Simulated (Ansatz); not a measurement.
**CsTcF3 (cubic perovskite) (Pm-3m): how robust is the cRPA U?**

What does U in CsTcF3 (cubic perovskite) (Pm-3m) depend on besides the window?

Program: Ansatz 0.2.0. Level of theory: constrained RPA on PBE, plane waves, PAW. Results are calculated unless marked as measured.

This is a report of a sequence of runs, with most program output left out.

The structure was built from a prototype and need not be the compound's stable phase.

### Step 1. The starting structure

The structure is cubic, space group Pm-3m (No. 221). Conventional cell: a = 4.339 Å, b = 4.339 Å, c = 4.339 Å, α = 90.00°, β = 90.00°, γ = 90.00°. Nearest to Cs lie 12 F at 3.07 Å. Tc has 6 F at 2.17 Å nearest. F has 2 Tc at 2.17 Å and 4 Cs at 3.07 Å nearest. Farther neighbours and most contacts between anions are not listed.

The structure was relaxed with PBE. The structure type comes from a generator and need not be one that this composition takes. The structure was generated from a model, not taken from a measurement. The runs that relaxed it are not among those shown. The program's search for lower electronic states was switched off, so nothing shows that the state found is the lowest. Spin-orbit coupling is left out unless a step names it. The default PAW set here is soft_2. Its files were made with PBE.

### Step 2. Base: Tc d, bands v3 to c2, 4×4×4 mesh, medium accuracy

Constrained RPA screens the interaction with every transition except those inside the target bands, which a later many-body model would treat itself.

Input file input.yaml:

```yaml
crystal:
  lattice:
    - [0.0, -4.33929652, 0.0]
    - [0.0, 0.0, 4.33929652]
    - [-4.33929652, 0.0, 0.0]
  atoms:
    - { symbol: Cs, position: [0.0, 0.0, 0.0] }
    - { symbol: Tc, position: [0.5, 0.5, 0.5] }
    - { symbol: F, position: [0.5, 0.5, 0.0] }
    - { symbol: F, position: [0.5, 0.0, 0.5] }
    - { symbol: F, position: [0.0, 0.5, 0.5] }
kpoints:
  mp_grid: { grid: [6, 6, 6] }
hamiltonian:
  xc: pbe
scf:
  occupations: { method: gaussian, width: 0.08 }
  n_extra_bands: 19
  max_iter: 150
  lower_state_search: "off"
output:
  crpa:
    kmesh: [4, 4, 4]
    target_bands: [v3, c2]
    projections: [{ species: Tc, l: d, shell: 4 }]
  local_orbitals:
    kmesh: [8, 8, 8]
    orbitals: [{ species: Tc, l: d, shell: 4 }]
    window: { bands: [v3, c2] }
    seedname: lo
```

Started as:

```bash
$ ansatz run input.yaml --threads 4 --pin off --max-ram 9216MiB --backend cpu --events-out ev --progress --plain --runs-dir out
```

Elapsed: 97 s, on 4 threads of Arm Neoverse V1, shared host; peak memory 0.76 GiB.

This step gave:

```yaml
u: 5.127 eV
u_prime_inter_orbital: 4.342 eV
j: 0.3862 eV
bare_v: 14.03 eV
bare_j: 0.5096 eV
stated_bound_on_u: 0.008232 eV
u_over_bare_v: 0.3655
electrons_in_the_window: 5.000
head_of_the_constrained_inverse_dielectric_matrix: 0.3377
least_eigenvalue_of_the_projection_s_overlap: 0.7275
target_functions: 5
bands_in_the_sums: 50
r_m_s_miss_of_the_model_bands: 7.19e-4 eV
width_of_the_target_bands: 4.044 eV
weight_of_the_projected_orbitals_in_the_window: 0.8714
```

On the Tc d shell, screening brings the on-site interaction from 14.0 eV down to U = 5.13 eV.

### Step 3. Changed: 2×2×2 mesh

input.yaml: that of step 2 with these lines changed.

```diff
@@ -22,9 +22,4 @@
   crpa:
-    kmesh: [4, 4, 4]
+    kmesh: [2, 2, 2]
     target_bands: [v3, c2]
     projections: [{ species: Tc, l: d, shell: 4 }]
-  local_orbitals:
-    kmesh: [8, 8, 8]
-    orbitals: [{ species: Tc, l: d, shell: 4 }]
-    window: { bands: [v3, c2] }
-    seedname: lo
```

It took 15 s on 4 threads; peak memory 0.64 GiB; 51 s of CPU time.

Numbers from this step:

| Item | Value |
| --- | --- |
| U | 5.281 eV |
| U prime (inter-orbital) | 4.481 eV |
| J | 0.3924 eV |
| bare V | 14.28 eV |
| bare J | 0.5162 eV |
| stated bound on U | 0.007943 eV |
| U over bare V | 0.3698 |
| electrons in the window | 5.000 |
| head of the constrained inverse dielectric matrix | 0.3069 |
| least eigenvalue of the projection's overlap | 0.7328 |
| target functions | 5 |
| bands in the sums | 50 |
| width of the target bands | 4.044 eV |
| weight of the projected orbitals in the window | 0.8714 |

On the Tc d shell, screening brings the on-site interaction from 14.3 eV down to U = 5.28 eV.

### Step 4. Changed: 6×6×6 mesh

input.yaml: that of step 3 with these lines changed.

```diff
@@ -22,3 +22,3 @@
   crpa:
-    kmesh: [2, 2, 2]
+    kmesh: [6, 6, 6]
     target_bands: [v3, c2]
```

Run time: 9.2 min. Hardware: 4 threads; peak memory 1.1 GiB; 36 min of CPU time.

This step gave:

| Quantity | Value |
| --- | --- |
| U | 5.117 eV |
| U prime (inter-orbital) | 4.333 eV |
| J | 0.3861 eV |
| bare V | 14.01 eV |
| bare J | 0.5095 eV |
| stated bound on U | 0.008346 eV |
| U over bare V | 0.3652 |
| electrons in the window | 5.000 |
| head of the constrained inverse dielectric matrix | 0.3384 |
| least eigenvalue of the projection's overlap | 0.7270 |
| target functions | 5 |
| bands in the sums | 50 |
| width of the target bands | 4.044 eV |
| weight of the projected orbitals in the window | 0.8714 |

On the Tc d shell, screening brings the on-site interaction from 14.0 eV down to U = 5.12 eV.

### Step 5. Changed: sums over states

input.yaml: that of step 4 with these lines changed.

```diff
@@ -22,4 +22,7 @@
   crpa:
-    kmesh: [6, 6, 6]
+    kmesh: [4, 4, 4]
     target_bands: [v3, c2]
     projections: [{ species: Tc, l: d, shell: 4 }]
+    accuracy: sum_over_states
+    n_empty_bands: 92
+    ecut_chi: 250
```

Run time: 23 s. Hardware: 4 threads; peak memory 0.81 GiB.

This variant gives U = 5.20 eV against 5.13 eV. It is a finite sum over empty states with no bound on its error and stays out of the table below.

### Step 6. Changed: accuracy low

input.yaml: that of step 5 with these lines changed.

```diff
@@ -25,4 +25,2 @@
     projections: [{ species: Tc, l: d, shell: 4 }]
-    accuracy: sum_over_states
-    n_empty_bands: 92
-    ecut_chi: 250
+    accuracy: low
```

Elapsed: 44 s, on 4 threads; peak memory 0.67 GiB; 2.8 min of CPU time.

This step gave:

```
U                                                 : 5.075 eV
U prime (inter-orbital)                           : 4.297 eV
J                                                 : 0.3822 eV
bare V                                            : 14.03 eV
bare J                                            : 0.5096 eV
stated bound on U                                 : 0.1415 eV
U over bare V                                     : 0.3618
electrons in the window                           : 5.000
head of the constrained inverse dielectric matrix : 0.3376
least eigenvalue of the projection's overlap      : 0.7275
target functions                                  : 5
bands in the sums                                 : 50
width of the target bands                         : 4.044 eV
weight of the projected orbitals in the window    : 0.8714
```

On the Tc d shell, screening brings the on-site interaction from 14.0 eV down to U = 5.07 eV.

### Step 7. Changed: sums without a band count

input.yaml: that of step 6 with these lines changed.

```diff
@@ -25,2 +25,2 @@
     projections: [{ species: Tc, l: d, shell: 4 }]
-    accuracy: low
+    accuracy: sum_over_states
```

Elapsed: 0.06 s, on 4 threads; peak memory 0.073 GiB.

The input was rejected at the start.

The program's message: “Error: 2 input errors — fix all and re-run”

The fault put into this input: sums without a band count.

### Step 8. Changed: volume -3 %

The cell differs from the one that the last finished run ended in (a 4.339 → 4.295 Å, b 4.339 → 4.295 Å, c 4.339 → 4.295 Å).

input.yaml, the sections that differ from step 7:

```yaml
crystal:
  lattice:
    - [0.0, -4.2954622451, 0.0]
    - [0.0, 0.0, 4.2954622451]
    - [-4.2954622451, 0.0, 0.0]
  atoms:
    - { symbol: Cs, position: [0.0, 0.0, 0.0] }
    - { symbol: Tc, position: [0.5, 0.5, 0.5] }
    - { symbol: F, position: [0.5, 0.5, 0.0] }
    - { symbol: F, position: [0.5, 0.0, 0.5] }
    - { symbol: F, position: [0.0, 0.5, 0.5] }
output:
  crpa:
    kmesh: [4, 4, 4]
    target_bands: [v3, c2]
    projections: [{ species: Tc, l: d, shell: 4 }]
  local_orbitals:
    kmesh: [8, 8, 8]
    orbitals: [{ species: Tc, l: d, shell: 4 }]
    window: { bands: [v3, c2] }
    seedname: lo
# kpoints, hamiltonian, scf: as in step 7
```

Run time: 95 s. Hardware: 4 threads; peak memory 0.74 GiB; 6 min of CPU time.

This step gave:

```yaml
u: 5.099 eV
u_prime_inter_orbital: 4.317 eV
j: 0.3847 eV
bare_v: 14.01 eV
bare_j: 0.5078 eV
stated_bound_on_u: 0.008112 eV
u_over_bare_v: 0.3640
electrons_in_the_window: 5.000
head_of_the_constrained_inverse_dielectric_matrix: 0.3332
least_eigenvalue_of_the_projection_s_overlap: 0.7219
target_functions: 5
bands_in_the_sums: 50
r_m_s_miss_of_the_model_bands: 7.89e-4 eV
width_of_the_target_bands: 4.266 eV
weight_of_the_projected_orbitals_in_the_window: 0.8679
```

On the Tc d shell, screening brings the on-site interaction from 14.0 eV down to U = 5.10 eV.

### Step 9. Changed: potentials

input.yaml, the sections that differ from step 8:

```yaml
crystal:
  lattice:
    - [0.0, -4.33929652, 0.0]
    - [0.0, 0.0, 4.33929652]
    - [-4.33929652, 0.0, 0.0]
  atoms:
    - { symbol: Cs, position: [0.0, 0.0, 0.0] }
    - { symbol: Tc, position: [0.5, 0.5, 0.5] }
    - { symbol: F, position: [0.5, 0.5, 0.0] }
    - { symbol: F, position: [0.5, 0.0, 0.5] }
    - { symbol: F, position: [0.0, 0.5, 0.5] }
hamiltonian:
  xc: pbe
  pseudopotentials: { kind: paw, source: ansatz }
output:
  crpa:
    kmesh: [4, 4, 4]
    target_bands: [v3, c2]
    projections: [{ species: Tc, l: d, shell: 4 }]
# kpoints, scf: as in step 8
```

Wall time 6.7 min (4 threads); peak memory 1.4 GiB; 26 min of CPU time.

This step gave:

```yaml
u: 5.121 eV
u_prime_inter_orbital: 4.337 eV
j: 0.3853 eV
bare_v: 14.03 eV
bare_j: 0.5096 eV
stated_bound_on_u: 0.009535 eV
u_over_bare_v: 0.3651
electrons_in_the_window: 5.000
head_of_the_constrained_inverse_dielectric_matrix: 0.3375
least_eigenvalue_of_the_projection_s_overlap: 0.7274
target_functions: 5
bands_in_the_sums: 50
width_of_the_target_bands: 4.045 eV
weight_of_the_projected_orbitals_in_the_window: 0.8713
```

On the Tc d shell, screening brings the on-site interaction from 14.0 eV down to U = 5.12 eV.

### Step 10. Side by side

Times are wall times on 4 threads of Arm Neoverse V1, shared host, good to a factor of about two.

| run | bare V (eV) | U (eV) | J (eV) | bound on U (eV) | width (eV) | time |
| --- | --- | --- | --- | --- | --- | --- |
| target window | 14.03 | 5.127 | 0.386 | 0.0082 | 4.04 | 97 s |
| 2×2×2 mesh | 14.28 | 5.281 | 0.392 | 0.0079 | 4.04 | 15 s |
| 6×6×6 mesh | 14.01 | 5.117 | 0.386 | 0.0083 | 4.04 | 9.2 min |
| accuracy low | 14.03 | 5.075 | 0.382 | 0.1415 | 4.04 | 44 s |
| volume -3 % | 14.01 | 5.099 | 0.385 | 0.0081 | 4.27 | 95 s |
| potentials | 14.03 | 5.121 | 0.385 | 0.0095 | 4.04 | 6.7 min |

### Step 11. Summary of results

| Quantity | Value |
| --- | --- |
| target window | U 5.13 eV, J 0.39 eV |
| 2×2×2 mesh | U 5.28 eV, J 0.39 eV |
| 6×6×6 mesh | U 5.12 eV, J 0.39 eV |
| accuracy low | U 5.07 eV, J 0.38 eV |
| volume -3 % | U 5.10 eV, J 0.38 eV |
| potentials | U 5.12 eV, J 0.39 eV |

In words: 2×2×2 mesh moves U by +0.15 eV at 0.15 times the time. 6×6×6 mesh moves U by −0.01 eV (within the solver's bounds, for the mean over orbitals) at 5.7 times the time. Accuracy low moves U by −0.05 eV (within the solver's bounds, for the mean over orbitals) at 0.46 times the time. Volume -3 % moves U by −0.03 eV. Potentials moves U by −0.01 eV (within the solver's bounds, for the mean over orbitals) at 4.1 times the time. The printed bound covers the solver alone, not the mesh. The parent state is non-magnetic and the interaction static (zero frequency); U depends on the window and the orbitals, so it belongs to this model alone.

[Paths, hosts, dates, memory and timing lines, banners, echoed tables and standing remarks are left out of the program output.]

[Logs are printed without paths, hosts, clocks, repeated set-up lines and the standing remarks that a program may print on its own settings, such as how far it seeks lower states.]

[Runs of the session that timed out or met a known fault of the program may be left out.]

[Hosts, paths, dates, database ids (printed as entryN), source tags and the programs' standing remarks are cut or masked in the printed files.]
